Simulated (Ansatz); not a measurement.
# AgHPt (built on the sites of a database entry of LiHPd): following an unstable mode, part 2 of 2

Which phase does AgHPt (built on the sites of a database entry of LiHPd) fall into along its unstable mode, and how much energy does it gain?

Ansatz 0.2.0; DFT r2SCAN, scalar-relativistic, plane waves, PAW.

So far. Step 4 (The mode frozen in, largest atomic shift 0.22 Å): The run ends at a pressure of 1.41 GPa, with forces up to 0.10 eV/Å. Step 5 (Energy along the mode, all amplitudes (two of the runs …): The lowest of the steps tried is at 0.22 Å, 2.17 meV/atom below the parent; the bottom of the well need not coincide with a step.

The structure was built from a prototype and need not be the compound's stable phase.

### 6. Relaxation from the frozen mode

Starting from the lowest point found, all atoms and the cell are let go, so that strain and other modes of the same symmetry can join in.

input.yaml reads:

```yaml
crystal:
  lattice:
    - [2.7912040581, 0.0, 0.0]
    - [0.0, 2.7912040581, 0.0]
    - [0.0, 0.0, 4.5757372868]
  atoms:
    - { symbol: Ag, position: [0.4998585805, 0.5001414195, 0.5] }
    - { symbol: H, position: [0.5557334715, 0.4442665285, 0.0] }
    - { symbol: Pt, position: [-0.0002097798, 0.0002097798, 0.0] }
kpoints:
  mp_grid: { grid: [16, 16, 12] }
hamiltonian:
  xc: r2scan
scf:
  occupations: { method: methfessel_paxton, width: 0.2 }
output:
  forces: true
  stress: true
  eigenvalues: true
relax:
  adjacent_minimum: "off"
  f_tol: 0.002
  max_steps: 120
  cell: { stress_tol: 0.03 }
```

Command:

```console
> ansatz run input.yaml --threads 8 --pin off --max-ram 14336MiB --backend cpu --events-out ev --progress --plain --runs-dir out
```

Numbers of over 12 decimals in the logs are rounded to 6 here.

Output:

```text
[...]
Crystal: 3 atoms, lattice volume = 35.649 Å³
Basis set: ecut = 500 eV, 873 PW (Γ), exchange–correlation on 96×96×144 points (64 copies of the dense FFT grid, shifted against one another)
Bands: 23, of which v1, the nominal top of the filled ones, is band 19 counted from 1 (18 counted from 0)
Symmetry: 4 space group operations
[...]
k-points: 511 of 3072 (time reversal used)
[...]
SCF iter   1: F=—  HF=-20156.653323 eV  |F-HF|=—  |Δ(HF+E_count)|=         —  Δρ=1.74e-2  dr2=1.23e-1  dr2_τ=1.90e-2  ethr=1.77e-3  ⟨swp⟩=4.7  Hψ=43033  notcnv=0
[...]
SCF iter   8: F=-20156.636437 eV  HF=-20156.636437 eV  |F-HF|=2.13e-8  |Δ(HF+E_count)|=   3.06e-7  S|Δr|=    0.00e0  Δρ=1.73e-5  dr2=8.57e-8  dr2_τ=4.71e-9  ethr=2.63e-10  ⟨swp⟩=3.4  Hψ=50225  notcnv=0
SCF 1 converged in 8 iterations: F = -20156.636437 eV  dr2 = 8.57e-8
[...]
relax step   1: F+E_penalty+E_count = -20156.63643723 eV  Δ(F+E_penalty+E_count) = +0.000e0 eV  max|allowed force component| = 7.264e-2 eV/Å  Δτ_max = 0.0000 Å  P = +1.411 GPa  Ω = 35.649 Å³  (8 SCF iters, dr2 threshold 1.00e-7 eV, accepted)
Crystal: 3 atoms, lattice volume = 36.184 Å³
Basis set: ecut = 500 eV, 905 PW (Γ), exchange–correlation on 96×96×144 points (64 copies of the dense FFT grid, shifted against one another)
[...]
iter 1 solved again at ethr=1.24e-5 eV; its pass at ethr=3.10e-3 eV (dr2=4.73e-3 eV) is discarded
[...]
SCF iter   6: F=-20156.642972 eV  HF=-20156.642972 eV  |F-HF|=4.40e-8  |Δ(HF+E_count)|=   8.24e-7  S|Δr|=    0.00e0  Δρ=2.15e-5  dr2=1.86e-7  dr2_τ=6.62e-9  ethr=7.89e-10  ⟨swp⟩=5.0  Hψ=47115  notcnv=0
SCF 2 converged in 6 iterations: F = -20156.642972 eV  dr2 = 1.86e-7
relax step   2: F+E_penalty+E_count = -20156.64297216 eV  Δ(F+E_penalty+E_count) = -6.535e-3 eV  max|allowed force component| = 3.179e-2 eV/Å  Δτ_max = 0.0351 Å  P = -1.475 GPa  Ω = 36.184 Å³  energy of the carried Pulay correction = -3.061e-4 eV  (6 SCF iters, dr2 threshold 3.00e-7 eV, accepted)
Crystal: 3 atoms, lattice volume = 35.866 Å³
Basis set: ecut = 500 eV, 897 PW (Γ), exchange–correlation on 96×96×144 points (64 copies of the dense FFT grid, shifted against one another)
[...]
SCF iter   6: F=-20156.648017 eV  HF=-20156.648017 eV  |F-HF|=1.38e-8  |Δ(HF+E_count)|=   2.80e-7  S|Δr|=    0.00e0  Δρ=1.16e-5  dr2=3.62e-8  dr2_τ=1.61e-9  ethr=7.89e-10  ⟨swp⟩=5.0  Hψ=46416  notcnv=0
SCF 3 converged in 6 iterations: F = -20156.648017 eV  dr2 = 3.62e-8
relax step   3: F+E_penalty+E_count = -20156.64801742 eV  Δ(F+E_penalty+E_count) = -5.045e-3 eV  max|allowed force component| = 5.869e-2 eV/Å  Δτ_max = 0.0236 Å  P = -0.434 GPa  Ω = 35.866 Å³  energy of the carried Pulay correction = -1.250e-4 eV  (6 SCF iters, dr2 threshold 3.00e-7 eV, accepted)
[... from here on, the SCF cycles and remarks between the steps are left out ...]
relax step   4: F+E_penalty+E_count = -20156.65561082 eV  Δ(F+E_penalty+E_count) = -7.593e-3 eV  max|allowed force component| = 7.652e-2 eV/Å  Δτ_max = 0.0383 Å  P = +0.561 GPa  Ω = 35.658 Å³  energy of the carried Pulay correction = -5.388e-6 eV  (6 SCF iters, dr2 threshold 3.00e-7 eV, accepted)
relax step   5: F+E_penalty+E_count = -20156.67221028 eV  Δ(F+E_penalty+E_count) = -1.660e-2 eV  max|allowed force component| = 3.230e-2 eV/Å  Δτ_max = 0.0529 Å  P = +0.002 GPa  Ω = 36.013 Å³  energy of the carried Pulay correction = -2.088e-4 eV  (7 SCF iters, dr2 threshold 3.00e-7 eV, accepted)
relax step   6: F+E_penalty+E_count = -20156.68806190 eV  Δ(F+E_penalty+E_count) = -1.585e-2 eV  max|allowed force component| = 8.789e-2 eV/Å  Δτ_max = 0.0845 Å  P = +1.100 GPa  Ω = 36.115 Å³  energy of the carried Pulay correction = -2.670e-4 eV  (7 SCF iters, dr2 threshold 3.00e-7 eV, accepted)
relax step   7: F+E_penalty+E_count = -20156.69612357 eV  Δ(F+E_penalty+E_count) = -8.062e-3 eV  max|allowed force component| = 4.596e-2 eV/Å  Δτ_max = 0.0617 Å  P = +0.452 GPa  Ω = 36.387 Å³  energy of the carried Pulay correction = -4.211e-4 eV  (7 SCF iters, dr2 threshold 3.00e-7 eV, accepted)
relax step   8: F+E_penalty+E_count = -20156.70151723 eV  Δ(F+E_penalty+E_count) = -5.394e-3 eV  max|allowed force component| = 1.094e-2 eV/Å  Δτ_max = 0.1391 Å  P = -0.020 GPa  Ω = 36.833 Å³  energy of the carried Pulay correction = -6.715e-4 eV  (9 SCF iters, dr2 threshold 3.00e-7 eV, accepted)
relax step   9: F+E_penalty+E_count = -20156.70262517 eV  Δ(F+E_penalty+E_count) = -1.108e-3 eV  max|allowed force component| = 1.007e-3 eV/Å  Δτ_max = 0.0342 Å  P = +0.389 GPa  Ω = 36.711 Å³  energy of the carried Pulay correction = -6.030e-4 eV  (9 SCF iters, dr2 threshold 3.00e-7 eV, accepted)
relax step  10: F+E_penalty+E_count = -20156.70279538 eV  Δ(F+E_penalty+E_count) = -1.702e-4 eV  max|allowed force component| = 7.628e-4 eV/Å  Δτ_max = 0.0035 Å  P = -0.440 GPa  Ω = 36.875 Å³  energy of the carried Pulay correction = -6.948e-4 eV  (5 SCF iters, dr2 threshold 3.00e-7 eV, accepted)
relax step  11: F+E_penalty+E_count = -20156.70303777 eV  Δ(F+E_penalty+E_count) = -2.424e-4 eV  max|allowed force component| = 5.739e-4 eV/Å  Δτ_max = 0.0012 Å  P = +0.027 GPa  Ω = 36.775 Å³  energy of the carried Pulay correction = -6.389e-4 eV  (4 SCF iters, dr2 threshold 3.00e-7 eV, accepted)
relax step  12: F+E_penalty+E_count = -20156.70303543 eV  Δ(F+E_penalty+E_count) = +2.347e-6 eV  max|allowed force component| = 1.571e-4 eV/Å  Δτ_max = 0.0005 Å  P = +0.002 GPa  Ω = 36.782 Å³  energy of the carried Pulay correction = -6.430e-4 eV  (4 SCF iters, dr2 threshold 3.76e-9 eV, accepted)
relax step  13: F+E_penalty+E_count = -20156.70713160 eV  Δ(F+E_penalty+E_count) = -4.096e-3 eV  max|allowed force component| = 6.759e-4 eV/Å  Δτ_max = 0.0000 Å  P = +0.054 GPa  Ω = 36.782 Å³  stress off target by 1.88e-1 GPa  SCF on the basis re-selected at this cell (its energy is not comparable with the rows above)  (8 SCF iters)
relax step  14: F+E_penalty+E_count = -20156.70720931 eV  Δ(F+E_penalty+E_count) = -7.771e-5 eV  max|allowed force component| = 2.763e-3 eV/Å  Δτ_max = 0.0054 Å  P = -0.019 GPa  Ω = 36.818 Å³  energy of the carried Pulay correction = -2.010e-5 eV  (8 SCF iters, dr2 threshold 8.80e-8 eV, accepted)
relax step  15: F+E_penalty+E_count = -20156.70721505 eV  Δ(F+E_penalty+E_count) = -5.735e-6 eV  max|allowed force component| = 1.358e-3 eV/Å  Δτ_max = 0.0013 Å  P = -0.003 GPa  Ω = 36.815 Å³  energy of the carried Pulay correction = -1.829e-5 eV  (5 SCF iters, dr2 threshold 5.30e-9 eV, accepted)
[...]
SCF iter   5: F=-20156.707236 eV  HF=-20156.707236 eV  |F-HF|=0.00e0  |Δ(HF+E_count)|=  9.09e-11  S|Δr|=    0.00e0  Δρ=1.08e-7  dr2=2.83e-12  dr2_τ=5.83e-13  ethr=1.00e-12  ⟨swp⟩=5.4  Hψ=49588  notcnv=0
SCF 16 converged in 5 iterations: F = -20156.707236 eV  dr2 = 2.83e-12
relax step  16: F+E_penalty+E_count = -20156.70723596 eV  Δ(F+E_penalty+E_count) = -2.091e-5 eV  max|allowed force component| = 1.366e-3 eV/Å  Δτ_max = 0.0000 Å  P = -0.003 GPa  Ω = 36.815 Å³  stress off target by 1.19e-2 GPa  SCF on the basis re-selected at this cell (its energy is not comparable with the rows above)  (5 SCF iters)
[...]
SCF converged after 5 iterations
[...]
Free energy (F): -20156.707236 eV
[...]
Internal energy: -20156.707126 eV  (E = F + TS)
E sigma→0 (E₀):  -20156.707208 eV
Entropy (-TS):   -0.000110 eV (-0.037 meV/atom)
Fermi energy:    17.533227 eV
Step filling:    the computed levels leave a gap of 0.0128 eV = 0.1 smearing widths at the electron count; against every level under it full and every level over it empty, smearing changes F+E_penalty+E_count by -0.010 meV and its σ→0 estimate by +0.017 meV
[...]
--- Forces (eV/Å), atoms counted from 1 ---
  atom   1  Ag    -0.00035293     0.00035293     0.00000000
  atom   2  H     -0.00101350     0.00101350     0.00000000
  atom   3  Pt     0.00136598    -0.00136598     0.00000000
  max |Σ_I F_I| component: 4.55e-7 eV/Å
--- Stress (GPa, compression-positive) ---
       -0.003850      -0.008043       0.000000
       -0.008043      -0.003850       0.000000
        0.000000       0.000000      -0.000440
  P = ⅓ Tr σ = -0.0027 GPa (-0.027 kbar)
--- Band table (eV; the first three rows and the last of 511) ---
  k-point 0: bands = [... 15 lower, 13.7839, 14.9253, 15.9616, 15.9861, 17.5712, 20.9421, 26.6608, 31.5015]
  k-point 1: bands = [... 15 lower, 13.7730, 14.9415, 15.9392, 15.9885, 17.1832, 21.3995, 26.7106, 31.5376]
  k-point 2: bands = [... 15 lower, 13.7442, 14.9866, 15.8742, 15.9928, 16.3844, 22.3887, 26.8752, 31.6546]
  k-point 510: bands = [... 15 lower, 14.6653, 15.6320, 17.0285, 17.7379, 20.3786, 21.8440, 24.0948, 25.8788]
--- Relaxed structure (14 steps of the walk, 14 accepted, 2 SCFs on fresh bases) ---
  F+E_penalty+E_count = -20156.70723596 eV   max|allowed force component| = 1.366e-3 eV/Å   (the final SCF, on the basis selected at the relaxed cell)
  cell:  # Å, volume = 36.8149 Å³
    - [2.860747, -0.443059, 0.0]
    - [-0.443059, 2.860747, 0.0]
    - [0.0, 0.0, 4.609025]
  atoms:
    - { symbol: Ag, position: [0.398730, 0.601270, 0.500000] }
    - { symbol: H, position: [0.640172, 0.359828, 0.0] }
    - { symbol: Pt, position: [0.016480, -0.016480, 0.0] }
```

Run time: 2.7 min. Hardware: 8 threads of Arm Neoverse V2, shared host; peak memory 0.97 GiB.

The steps of the relaxation:

| step | energy less that of the first step (eV) | largest force component (eV/Å) | pressure (GPa) | volume (Å³) |
| --- | --- | --- | --- | --- |
| 1 | 0.0000 | 0.0726 | 1.41 | 35.65 |
| 2 | -0.0065 | 0.0318 | -1.47 | 36.18 |
| 3 | -0.0116 | 0.0587 | -0.43 | 35.87 |
| 4 | -0.0192 | 0.0765 | 0.56 | 35.66 |
| 5 | -0.0358 | 0.0323 | 0.00 | 36.01 |
| 6 | -0.0516 | 0.0879 | 1.10 | 36.12 |
| 7 | -0.0597 | 0.0460 | 0.45 | 36.39 |
| 8 | -0.0651 | 0.0109 | -0.02 | 36.83 |
| 9 | -0.0662 | 0.0010 | 0.39 | 36.71 |
| 10 | -0.0664 | 0.0008 | -0.44 | 36.88 |
| 11 | -0.0666 | 0.0006 | 0.03 | 36.77 |
| 12 | -0.0666 | 0.0002 | 0.00 | 36.78 |
| 13* | -0.0707 | 0.0007 | 0.05 | 36.78 |
| 14 | -0.0708 | 0.0028 | -0.02 | 36.82 |
| 15 | -0.0708 | 0.0014 | 0.00 | 36.81 |
| 16* | -0.0708 | 0.0014 | 0.00 | 36.81 |

Relaxation steps marked * repeat the geometry before them on a plane-wave basis chosen anew for their cell, so energy and pressure can jump there.

The run keeps the 4 symmetry operations that it works with, so distortions that break them were not tested.

| cell as run | before | after | change |
| --- | --- | --- | --- |
| a (Å) | 2.791 | 2.895 | +3.7 % |
| b (Å) | 2.791 | 2.895 | +3.7 % |
| c (Å) | 4.576 | 4.609 | +0.7 % |
| γ (°) | 90.00 | 107.61 | +19.6 % |
| volume (Å³/atom) | 11.88 | 12.27 | +3.3 % |

The atoms that moved most (Å, as changes of fractional coordinates times the final cell):

| atom | dx | dy | dz | length |
| --- | --- | --- | --- | --- |
| Ag1 | -0.334 | 0.334 | 0.000 | 0.473 |
| H2 | 0.279 | -0.279 | 0.000 | 0.395 |
| Pt3 | 0.055 | -0.055 | 0.000 | 0.078 |

Final coordinates:

```xyz
3
Lattice="2.8607 -0.4431 0.0000 -0.4431 2.8607 0.0000 0.0000 0.0000 4.6090" Properties=species:S:1:pos:R:3 pbc="T T T"
Ag    0.8743    1.5434    2.3045
H     1.6719    0.7457    0.0000
Pt    0.0544   -0.0544    0.0000
```

Numbers from this step:

```
pressure        : -0.002714 GPa
volume per atom : 12.27 Å³
```

The distorted start has space group Amm2; the relaxation ends in Amm2.

### 7. The new phase in its own primitive cell

The relaxed structure is symmetrised, reduced to its primitive cell and relaxed tightly, as its phonons need.

input.yaml, the sections that differ from step 6:

```yaml
crystal:
  lattice:
    - [4.6090245131, 0.0, 0.0]
    - [0.0, 1.7095635845, 2.3361429424]
    - [0.0, -1.7095635845, 2.3361429424]
  atoms:
    - { symbol: Ag, position: [0.5, 0.398730285, 0.398730285] }
    - { symbol: H, position: [0.0, 0.6401722724, 0.6401722724] }
    - { symbol: Pt, position: [0.0, 0.0164797148, 0.0164797148] }
kpoints:
  mp_grid: { grid: [10, 16, 16] }
relax:
  adjacent_minimum: "off"
  f_tol: 0.001
  max_steps: 60
  cell: { stress_tol: 0.01 }
# hamiltonian, scf, output: as in step 6
```

Output:

```text
[...]
Crystal: 3 atoms, lattice volume = 36.815 Å³
Basis set: ecut = 500 eV, 943 PW (Γ), exchange–correlation on 144×96×96 points (64 copies of the dense FFT grid, shifted against one another)
Bands: 23, of which v1, the nominal top of the filled ones, is band 19 counted from 1 (18 counted from 0)
Symmetry: 4 space group operations
[...]
--- Relaxed structure (5 steps of the walk, 5 accepted, 1 SCFs on fresh bases) ---
[...]
cell:  # Å, volume = 36.8245 Å³
    - [4.612720, 0.0, 0.0]
    - [0.0, 1.705672, 2.340205]
    - [0.0, -1.705672, 2.340205]
  atoms:
    - { symbol: Ag, position: [0.500000, 0.397675, 0.397675] }
    - { symbol: H, position: [0.0, 0.641000, 0.641000] }
    - { symbol: Pt, position: [0.0, 0.016707, 0.016707] }
[key lines of the parts left out:]
SCF converged after 5 iterations
Free energy (F): -20156.707302 eV
Fermi energy:    17.532581 eV
P = ⅓ Tr σ = 0.0053 GPa (0.053 kbar)
```

Elapsed: 51 s, on 8 threads; peak memory 0.91 GiB; 6.6 min of CPU time.

Relaxation path:

| step | energy less that of the first step (eV) | largest force component (eV/Å) | pressure (GPa) | volume (Å³) |
| --- | --- | --- | --- | --- |
| 1 | 0.0000 | 0.0001 | -0.02 | 36.81 |
| 2 | 0.0000 | 0.0017 | -0.01 | 36.82 |
| 3 | 0.0000 | 0.0008 | 0.00 | 36.82 |
| 4 | 0.0000 | 0.0005 | 0.00 | 36.83 |
| 5 | 0.0000 | 0.0002 | 0.01 | 36.82 |
| 6* | 0.0000 | 0.0002 | 0.01 | 36.82 |

Relaxation steps marked * repeat the geometry before them on a plane-wave basis chosen anew for their cell, so energy and pressure can jump there.

The run keeps the 4 symmetry operations that it works with, so distortions that break them were not tested.

| conventional cell, symmetrised | before | after | change |
| --- | --- | --- | --- |
| a (Å) | 4.609 | 4.613 | +0.1 % |
| b (Å) | 3.419 | 3.411 | -0.2 % |
| c (Å) | 4.672 | 4.680 | +0.2 % |
| volume (Å³/atom) | 12.27 | 12.27 | +0.0 % |

The relaxed structure:

```xyz
3
Lattice="4.6127 0.0000 0.0000 0.0000 1.7057 2.3402 0.0000 -1.7057 2.3402" Properties=species:S:1:pos:R:3 pbc="T T T"
Ag    2.3064    0.0000    1.8613
H     0.0000    0.0000    3.0001
Pt    0.0000    0.0000    0.0782
```

This step gave:

* pressure: 0.005311 GPa

The largest force component left is 0.19 meV/Å and the pressure is 0.005 GPa, within the tolerances set. The cell now holds 12.27 Å³/atom.

### 8. Modes of the new phase, k-mesh 10×16×16

A relaxed structure may still be a saddle point, so its zone-centre modes are computed. No field response is asked, since the mesh shows no gap.

input.yaml, the sections that differ from step 7:

```yaml
crystal:
  lattice:
    - [4.6127195789, 0.0, 0.0]
    - [0.0, 1.7056719014, 2.3402047365]
    - [0.0, -1.7056719014, 2.3402047365]
  atoms:
    - { symbol: Ag, position: [0.5, 0.3976754581, 0.3976754581] }
    - { symbol: H, position: [0.0, 0.6410001072, 0.6410001072] }
    - { symbol: Pt, position: [0.0, 0.0167067068, 0.0167067068] }
output:
  eigenvalues: true
phonons:
  method: dfpt
# kpoints, hamiltonian, scf: as in step 7
# relax: removed
```

Output:

```text
[...]
Crystal: 3 atoms, lattice volume = 36.824 Å³
Basis set: ecut = 500 eV, 943 PW (Γ), exchange–correlation on 180×120×120 points (125 copies of the dense FFT grid, shifted against one another)
Bands: 23, of which v1, the nominal top of the filled ones, is band 19 counted from 1 (18 counted from 0)
Symmetry: 4 space group operations
k-points: 1284 of 2560 (irreducible under 1 space group operation, time reversal used)
[...]
SCF iter   1: F=—  HF=-20156.719468 eV  |F-HF|=—  |Δ(HF+E_count)|=         —  Δρ=1.63e-2  dr2=1.03e-1  dr2_τ=1.92e-2  ethr=1.77e-3  ⟨swp⟩=4.6  Hψ=108178  notcnv=0
[...]
SCF iter  11: F=-20156.707302 eV  HF=-20156.707302 eV  |F-HF|=3.64e-12  |Δ(HF+E_count)|=  8.00e-11  S|Δr|=    0.00e0  Δρ=1.42e-7  dr2=7.22e-12  dr2_τ=4.09e-13  ethr=1.00e-12  ⟨swp⟩=6.1  Hψ=129984  notcnv=0
SCF 1 converged in 11 iterations: F = -20156.707302 eV  dr2 = 7.22e-12
[...]
SCF converged after 11 iterations
[...]
Free energy (F): -20156.707302 eV
[...]
Internal energy: -20156.706994 eV  (E = F + TS)
E sigma→0 (E₀):  -20156.707225 eV
Entropy (-TS):   -0.000309 eV (-0.103 meV/atom)
Fermi energy:    17.532581 eV
[...]
--- Band table (eV; the first three rows and the last of 1284) ---
  k-point 0: bands = [... 15 lower, 13.7648, 14.8948, 15.9480, 15.9800, 17.5574, 20.9244, 26.6630, 31.5554]
  k-point 1: bands = [... 15 lower, 13.7626, 14.8823, 15.6086, 15.9748, 18.0136, 20.9402, 26.6372, 30.8673]
  k-point 2: bands = [... 15 lower, 13.7667, 14.8711, 15.0236, 15.9850, 18.9233, 20.9770, 26.3208, 29.7744]
  k-point 1283: bands = [... 15 lower, 14.6563, 15.6296, 17.0102, 17.6901, 20.3302, 21.8193, 24.0718, 25.9277]
[...]
k mesh reduced under 1 symmetry operation, with k and −k counted as one. Each operation leaves every solved perturbation unchanged. A smaller set is not considered because the functional reads the kinetic-energy density
  ASR residual: 6.628e-5 → 0.000e0 eV/Å²; symmetrization residual: 3.652e-6 eV/Å²
  ASR residual per site (eV/Å²): 6.63e-5 9.16e-6 3.74e-5
  Γ frequencies (cm⁻¹): 0.00 0.00 0.00 55.15 73.66 96.21 301.28 951.72 1099.08
[...]
```

Elapsed: 11 min, on 8 threads; peak memory 3.6 GiB; 82 min of CPU time.

This step gave:

```
sum-rule residual before enforcement                    : 6.63e-5 eV/Å²
point group                                             : mm2
highest optical mode at the zone centre (no LO-TO term) : 1099 cm⁻¹
lowest optical zone-centre mode                         : 55.15 cm⁻¹
```

Patterns of degenerate modes are one choice out of their space. The modes at Γ (shares of kinetic energy by element, %):

| mode | frequency (cm⁻¹) | symmetry | Ag % | H % | Pt % |
| --- | --- | --- | --- | --- | --- |
| 1 | 0.0 | acoustic | 35 | 0 | 64 |
| 2 | 0.0 | acoustic | 35 | 0 | 64 |
| 3 | 0.0 | acoustic | 35 | 0 | 64 |
| 4 | 55.1 | A1 | 65 | 0 | 35 |
| 5 | 73.7 | B2 | 65 | 0 | 35 |
| 6 | 96.2 | B1 | 51 | 17 | 32 |
| 7 | 301.3 | B1 | 13 | 83 | 4 |
| 8 | 951.7 | B2 | 0 | 100 | 0 |
| 9 | 1099.1 | A1 | 0 | 100 | 0 |

Displacements in mode 4 (55.1 cm⁻¹), the largest set to 1:
```
Ag1  0.00  0.00  1.00
H2   0.00  0.00 -0.51
Pt3  0.00  0.00 -0.55
```

Displacements in mode 7 (301.3 cm⁻¹), the largest set to 1:
```
Ag1 -0.04  0.00  0.00
H2   1.00  0.00  0.00
Pt3  0.02  0.00  0.00
```

Before it was imposed, the acoustic sum rule was missed by 6.6e-5 eV/Å². Small misses are needed for a sound result but don't prove that mesh and cutoff are converged. The lowest optical mode is real, 55.1 cm⁻¹.

### 9. What came out

| Quantity | Value |
| --- | --- |
| unstable mode of the parent | q = (0, 0, 0), 462i cm⁻¹ |
| depth at the lowest point sampled | 2.17 meV/atom |
| largest atomic shift at that point | 0.22 Å |
| space group reached (within 0.01 Å) | Amm2 |
| energy gained over the parent (first relaxation, on the mesh of the frozen mode) | 25.8 meV/atom |
| volume per atom, phase reached | 12.3 Å³ |
| lowest optical zone-centre mode, phase reached | 55.1 cm⁻¹ |
| highest optical mode at the zone centre (no LO-TO term), phase reached | 1099 cm⁻¹ |

What this shows: Along this mode the structure falls into Amm2, 25.8 meV/atom below the parent. At the parent's cell the well is 2.171 meV/atom deep on the steps tried, with its lowest point at a shift of 0.22 Å. Relaxing atoms and cell changes the gain by +23.64 meV/atom against the lowest step (energies at zero smearing). Most of the total comes from this relaxation. The new phase has no imaginary mode at the zone centre of its cell; other wavevectors were not checked. Of the 3 patterns followed to their end from this parent, this one reaches the lowest energy. Each path keeps the symmetry of its pattern, so a lower phase may lie along a pattern not tried. With no gap, or one that is small against the smearing, the frequencies hang on the k mesh and the smearing, most of all near Kohn anomalies. Spin-orbit coupling is left out, which can matter for the heavy elements here. The starting cell was built on a prototype and not taken from a measurement, so the phase need not exist.

[Logs are printed without paths, hosts, clocks, repeated set-up lines and the standing remarks that a program may print on its own settings, such as how far it seeks lower states.]

[Hosts, paths, dates, database ids (printed as entryN), source tags and the programs' standing remarks are cut or masked in the printed files.]
